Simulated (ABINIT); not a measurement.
**How the form of the self-energy moves the gap of LiH (Fm-3m)**

How much does the gap of LiH (Fm-3m) depend on the approximation to the self-energy?

Calculated with ABINIT 10.8.3; PBE and many-body steps on it, plane waves.

This is a report of a sequence of runs, with most program output left out.

The database entry behind the starting cell differs from later determinations by our own check (the deuteride, about 0.2 % short), so it need not match the best structure at ambient conditions.

## 1. The starting structure

It takes space group Fm-3m (No. 225, cubic). The conventional cell has a = 4.074 Å, b = 4.074 Å, c = 4.074 Å, α = 90.00°, β = 90.00°, γ = 90.00°. Nearest to Li lie 6 H at 2.04 Å. Nearest to H lie 6 Li at 2.04 Å. Farther neighbours are not listed.

Structure file:

```cif
data_structure
_symmetry_space_group_name_H-M 'P 1'
_symmetry_Int_Tables_number 1
_cell_length_a 2.8804
_cell_length_b 2.8804
_cell_length_c 2.8804
_cell_angle_alpha 60.000
_cell_angle_beta 60.000
_cell_angle_gamma 60.000
_cell_volume 16.90
loop_
_atom_site_label
_atom_site_type_symbol
_atom_site_fract_x
_atom_site_fract_y
_atom_site_fract_z
_atom_site_occupancy
Li1 Li 0.00000 0.00000 0.00000 1
H2 H 0.50000 0.50000 0.50000 1
```

The cell and positions come from the Crystallography Open Database and are kept as given unless a step says otherwise.

## 2. Empty states on the mesh, 8×8×8 mesh, 152 bands

This step: ABINIT 10.8.3; DFT, PBE, plane waves, norm-conserving pseudopotentials.

The sums over transitions need many empty states on a uniform mesh; this step solves for them.

Input file run.abi:

```
acell 3*1.0 Angstrom
rprim 
  -0.000000000000 2.036750000000 2.036750000000
  2.036750000000 -0.000000000000 2.036750000000
  2.036750000000 2.036750000000 -0.000000000000
ntypat 2
znucl 3 1
natom 2
typat 1 2
xred 
  0.000000000000 0.000000000000 0.000000000000
  0.500000000000 0.500000000000 0.500000000000
pp_dirpath "pseudos"
pseudos "Li.upf, H.upf"
ecut 33
ngkpt 8 8 8
nshiftk 1
shiftk 0 0 0
kptopt 1
chksymbreak 0
irdden 1
istwfk *1
nband 152
prtvol 0
optdriver 6
gwr_task "HDIAGO"
paral_kgb 0
occopt 1
indata_prefix "in"
outdata_prefix "out"
tmpdata_prefix "tmp"
```

Launch:

```sh
$ OMP_NUM_THREADS=1 mpirun -n 4 abinit run.abi > log
```

Run time: 9.9 s. Hardware: 4 MPI ranks of Intel Xeon 6975P-C (Granite Rapids), shared host; peak memory 0.46 GiB; 34 s of CPU time.

This step gave:

```
gap                                                           : 3.022 eV
k of the valence top                                          : 0.5, 0.5, 0
k of the conduction bottom                                    : 0.5, 0.5, 0
least direct gap                                              : 3.022 eV
k points computed                                             : 29
lowest point of the top converged band, above the valence top : 220.9700 eV
```

On this mesh the gap is 3.022 eV.

The density comes from a self-consistent run that is not shown.

## 3. Screening, 8×8×8 mesh, 144 bands, screening to 304.8 eV

The RPA dielectric matrix is built and inverted for each q.

This step: RPA screening on PBE, plane waves, norm-conserving pseudopotentials.

run.abi: that of step 2 with these lines changed.

```diff
@@ -20,10 +20,11 @@
 chksymbreak 0
-irdden 1
 istwfk *1
-nband 152
-prtvol 0
-optdriver 6
-gwr_task "HDIAGO"
-paral_kgb 0
 occopt 1
+irdwfk 1
+optdriver 3
+nband 144
+ecuteps 11.2
+inclvkb 2
+awtr 1
+symchi 1
 indata_prefix "in"
```

Run time: 2.5 min. Hardware: 4 MPI ranks; peak memory 1.5 GiB.

This step gave:

| Item | Value |
| --- | --- |
| ε∞ with local fields, on this mesh, along the program's q direction | 4.009 |
| the same without local fields | 4.405 |
| plasma frequency | 18.07 eV |
| plane waves in the screening matrix | 181 |

Local fields lower ε∞ by 9 %.

## 4. G0W0, Godby-Needs plasmon pole

The self-energy is evaluated for the states that the input lists, and the levels follow from it, in one-shot runs by the linearised quasiparticle equation.

This step: G0W0 on PBE, plane waves, norm-conserving pseudopotentials.

run.abi: that of step 3 with these lines changed.

```diff
@@ -23,8 +23,17 @@
 irdwfk 1
-optdriver 3
+optdriver 4
 nband 144
+gwcalctyp 0
+ecutsigx 33
+symsigma 1
+nkptgw 2
+kptgw 
+  0.5000000000 0.5000000000 0.0000000000
+  0.0000000000 0.0000000000 0.0000000000
+bdgw 
+  1 5
+  1 6
 ecuteps 11.2
-inclvkb 2
-awtr 1
-symchi 1
+irdscr 1
+ppmodel 1
 indata_prefix "in"
```

Run time: 28 s. Hardware: 4 MPI ranks; peak memory 1.6 GiB.

Numbers from this step:

| Quantity | Value |
| --- | --- |
| G0W0 gap on the points computed | 4.974 eV |
| starting gap on the mesh | 3.022 eV |
| k of the valence top | 0.5, 0.5, 0 |
| k of the conduction bottom | 0.5, 0.5, 0 |
| Z at the valence top | 0.772 |
| Z at the conduction bottom | 0.812 |
| least direct G0W0 gap on the computed points | 4.974 eV |

The gap on the mesh goes from 3.02 eV to 4.97 eV, a correction of +1.95 eV.

## 5. G0W0, Hybertsen-Louie plasmon pole

run.abi: that of step 4 with these lines changed.

```diff
@@ -37,3 +37,3 @@
 irdscr 1
-ppmodel 1
+ppmodel 2
 indata_prefix "in"
```

Run time: 34 s. Hardware: 4 MPI ranks; peak memory 1.5 GiB.

Numbers from this step:

| Quantity | Value |
| --- | --- |
| G0W0 gap on the points computed | 4.942 eV |
| starting gap on the mesh | 3.022 eV |
| k of the valence top | 0.5, 0.5, 0 |
| k of the conduction bottom | 0.5, 0.5, 0 |
| Z at the valence top | 0.838 |
| Z at the conduction bottom | 0.852 |
| least direct G0W0 gap on the computed points | 4.942 eV |

Against G0W0 in ABINIT (8×8×8 mesh, 144 bands, screening to 304.8 eV, Godby-Needs plasmon pole), the gap moves by −0.032 eV.

## 6. G0W0, von der Linden-Horsch plasmon pole

run.abi: that of step 5 with these lines changed.

```diff
@@ -37,3 +37,3 @@
 irdscr 1
-ppmodel 2
+ppmodel 3
 indata_prefix "in"
```

Wall time 17 s (4 MPI ranks); peak memory 1.5 GiB; 59 s of CPU time.

This step gave:

| Property | Result |
| --- | --- |
| G0W0 gap on the points computed | 5.018 eV |
| starting gap on the mesh | 3.022 eV |
| k of the valence top | 0.5, 0.5, 0 |
| k of the conduction bottom | 0.5, 0.5, 0 |
| least direct G0W0 gap on the computed points | 5.018 eV |

Against G0W0 in ABINIT (8×8×8 mesh, 144 bands, screening to 304.8 eV, Godby-Needs plasmon pole), the gap moves by +0.044 eV.

## 7. G0W0, Engel-Farid plasmon pole

run.abi: that of step 6 with these lines changed.

```diff
@@ -37,3 +37,3 @@
 irdscr 1
-ppmodel 3
+ppmodel 4
 indata_prefix "in"
```

Wall time 16 s (4 MPI ranks); peak memory 1.5 GiB; 56 s of CPU time.

Numbers from this step:

```
G0W0 gap on the points computed              : 4.997 eV
starting gap on the mesh                     : 3.022 eV
k of the valence top                         : 0.5, 0.5, 0
k of the conduction bottom                   : 0.5, 0.5, 0
least direct G0W0 gap on the computed points : 4.997 eV
```

Against G0W0 in ABINIT (8×8×8 mesh, 144 bands, screening to 304.8 eV, Godby-Needs plasmon pole), the gap moves by +0.023 eV.

## 8. One-shot Hartree-Fock

This step: one-shot Hartree-Fock on PBE, plane waves, norm-conserving pseudopotentials.

run.abi: that of step 7 with these lines changed.

```diff
@@ -24,4 +24,4 @@
 optdriver 4
-nband 144
-gwcalctyp 0
+nband 6
+gwcalctyp 5
 ecutsigx 33
@@ -35,5 +35,4 @@
   1 6
-ecuteps 11.2
-irdscr 1
-ppmodel 4
+ixc_sigma 40
+fftgw 31
 indata_prefix "in"
```

Launch:

```sh
$ OMP_NUM_THREADS=1 mpirun -n 3 abinit run.abi > log
```

It took 2.8 s on 3 MPI ranks; peak memory 0.15 GiB.

Numbers from this step:

```
quasiparticle gap on the points computed              : 10.21 eV
starting gap on the mesh                              : 3.022 eV
k of the valence top                                  : 0.5, 0.5, 0
k of the conduction bottom                            : 0.5, 0.5, 0
least direct quasiparticle gap on the computed points : 10.21 eV
```

Against G0W0 in ABINIT (8×8×8 mesh, 144 bands, screening to 304.8 eV, Godby-Needs plasmon pole), the gap moves by +5.232 eV.

## 9. Screening, 8×8×8 mesh, 144 bands, screening to 304.8 eV

This step: RPA screening on PBE, plane waves, norm-conserving pseudopotentials.

run.abi: that of step 8 with these lines changed.

```diff
@@ -23,16 +23,11 @@
 irdwfk 1
-optdriver 4
-nband 6
-gwcalctyp 5
-ecutsigx 33
-symsigma 1
-nkptgw 2
-kptgw 
-  0.5000000000 0.5000000000 0.0000000000
-  0.0000000000 0.0000000000 0.0000000000
-bdgw 
-  1 5
-  1 6
-ixc_sigma 40
-fftgw 31
+optdriver 3
+nband 144
+ecuteps 11.2
+inclvkb 2
+awtr 1
+symchi 1
+gwcalctyp 1
+nfreqre 0
+nfreqim 16
 indata_prefix "in"
```

Launch:

```sh
$ OMP_NUM_THREADS=1 mpirun -n 4 abinit run.abi > log
```

It took 6.8 min on 4 MPI ranks; peak memory 1.6 GiB.

This step gave:

| Quantity | Value |
| --- | --- |
| ε∞ with local fields, on this mesh, along the program's q direction | 4.009 |
| the same without local fields | 4.405 |
| plasma frequency | 18.07 eV |
| plane waves in the screening matrix | 181 |

## 10. G0W0, analytic continuation

This step: G0W0 on PBE, plane waves, norm-conserving pseudopotentials.

run.abi: that of step 9 with these lines changed.

```diff
@@ -23,11 +23,18 @@
 irdwfk 1
-optdriver 3
+optdriver 4
 nband 144
+gwcalctyp 1
+ecutsigx 33
+symsigma 1
+nkptgw 2
+kptgw 
+  0.5000000000 0.5000000000 0.0000000000
+  0.0000000000 0.0000000000 0.0000000000
+bdgw 
+  1 5
+  1 6
 ecuteps 11.2
-inclvkb 2
-awtr 1
-symchi 1
-gwcalctyp 1
-nfreqre 0
-nfreqim 16
+irdscr 1
+nomegasi 12
+omegasimax 25 eV
 indata_prefix "in"
```

Run time: 23 s. Hardware: 4 MPI ranks; peak memory 1.8 GiB; 80 s of CPU time.

Numbers from this step:

```yaml
g0w0_gap_on_the_points_computed: 4.987 eV
starting_gap_on_the_mesh: 3.022 eV
k_of_the_valence_top: 0.5, 0.5, 0
k_of_the_conduction_bottom: 0.5, 0.5, 0
least_direct_g0w0_gap_on_the_computed_points: 4.987 eV
```

Against G0W0 in ABINIT (8×8×8 mesh, 144 bands, screening to 304.8 eV, Godby-Needs plasmon pole), the gap moves by +0.013 eV.

## 11. The runs together

Times are wall times on the hardware named with each run, good to a factor of about two. A run's time includes the screening step that it read.

```
                                     run   mesh  bands  screening cutoff (eV)  DFT gap (eV)  gap on the mesh (eV)  direct (eV)  ε∞ used     time
          G0W0, Godby-Needs plasmon pole  8×8×8    144                  304.8         3.022                 4.974        4.974     4.01    3 min
      G0W0, Hybertsen-Louie plasmon pole  8×8×8    144                  304.8         3.022                 4.942        4.942     4.01  3.1 min
G0W0, von der Linden-Horsch plasmon pole  8×8×8    144                  304.8         3.022                 5.018        5.018     4.01  2.8 min
          G0W0, Engel-Farid plasmon pole  8×8×8    144                  304.8         3.022                 4.997        4.997     4.01  2.8 min
                   one-shot Hartree-Fock  8×8×8      -                      -         3.022                10.206       10.206        -    2.8 s
             G0W0, analytic continuation  8×8×8    144                  304.8         3.022                 4.987        4.987     4.01  7.1 min
```

## 12. Summary of results

```
G0W0, Godby-Needs plasmon pole           : 4.974 eV
G0W0, Hybertsen-Louie plasmon pole       : 4.942 eV
G0W0, von der Linden-Horsch plasmon pole : 5.018 eV
G0W0, Engel-Farid plasmon pole           : 4.997 eV
one-shot Hartree-Fock                    : 10.206 eV
G0W0, analytic continuation              : 4.987 eV
known limits                             : not at the basis limit
```

**Reading.** G0W0, Hybertsen-Louie plasmon pole: −0.032 eV against G0W0, Godby-Needs plasmon pole. G0W0, von der Linden-Horsch plasmon pole: +0.044 eV against G0W0, Godby-Needs plasmon pole. G0W0, Engel-Farid plasmon pole: +0.023 eV against G0W0, Godby-Needs plasmon pole. One-shot Hartree-Fock: +5.232 eV against G0W0, Godby-Needs plasmon pole. G0W0, analytic continuation: +0.013 eV against G0W0, Godby-Needs plasmon pole. Bare exchange alone opens the gap to 10.21 eV; against G0W0, correlation takes back 5.23 eV. Bands and cutoff are finite, so the gap is not at the basis limit. The miss can reach some tenths of an eV and take either sign; the mesh is an error of its own. In the G0W0 runs levels were corrected at 2 k points alone, so a gap called «on the mesh» is the least over those, and an edge elsewhere would be missed.

[Paths, hosts, dates, memory and timing lines, banners, echoed tables and standing remarks are left out of the program output.]

[Logs are printed without paths, hosts, clocks, repeated set-up lines and the standing remarks that a program may print on its own settings, such as how far it seeks lower states.]

[Runs of the session that timed out or met a known fault of the program may be left out.]

[Hosts, paths, dates, database ids (printed as entryN), source tags and the programs' standing remarks are cut or masked in the printed files.]

[G0W0 gaps are taken among the corrected bands and points alone; a level outside them can change the order at an edge.]

[Where Ansatz stands beside ABINIT at settings called matched, ABINIT's density can come from a denser mesh and the files from another edition; pairs whose starting gaps differed by over 0.03 eV were left out, so agreement reads better than it is.]
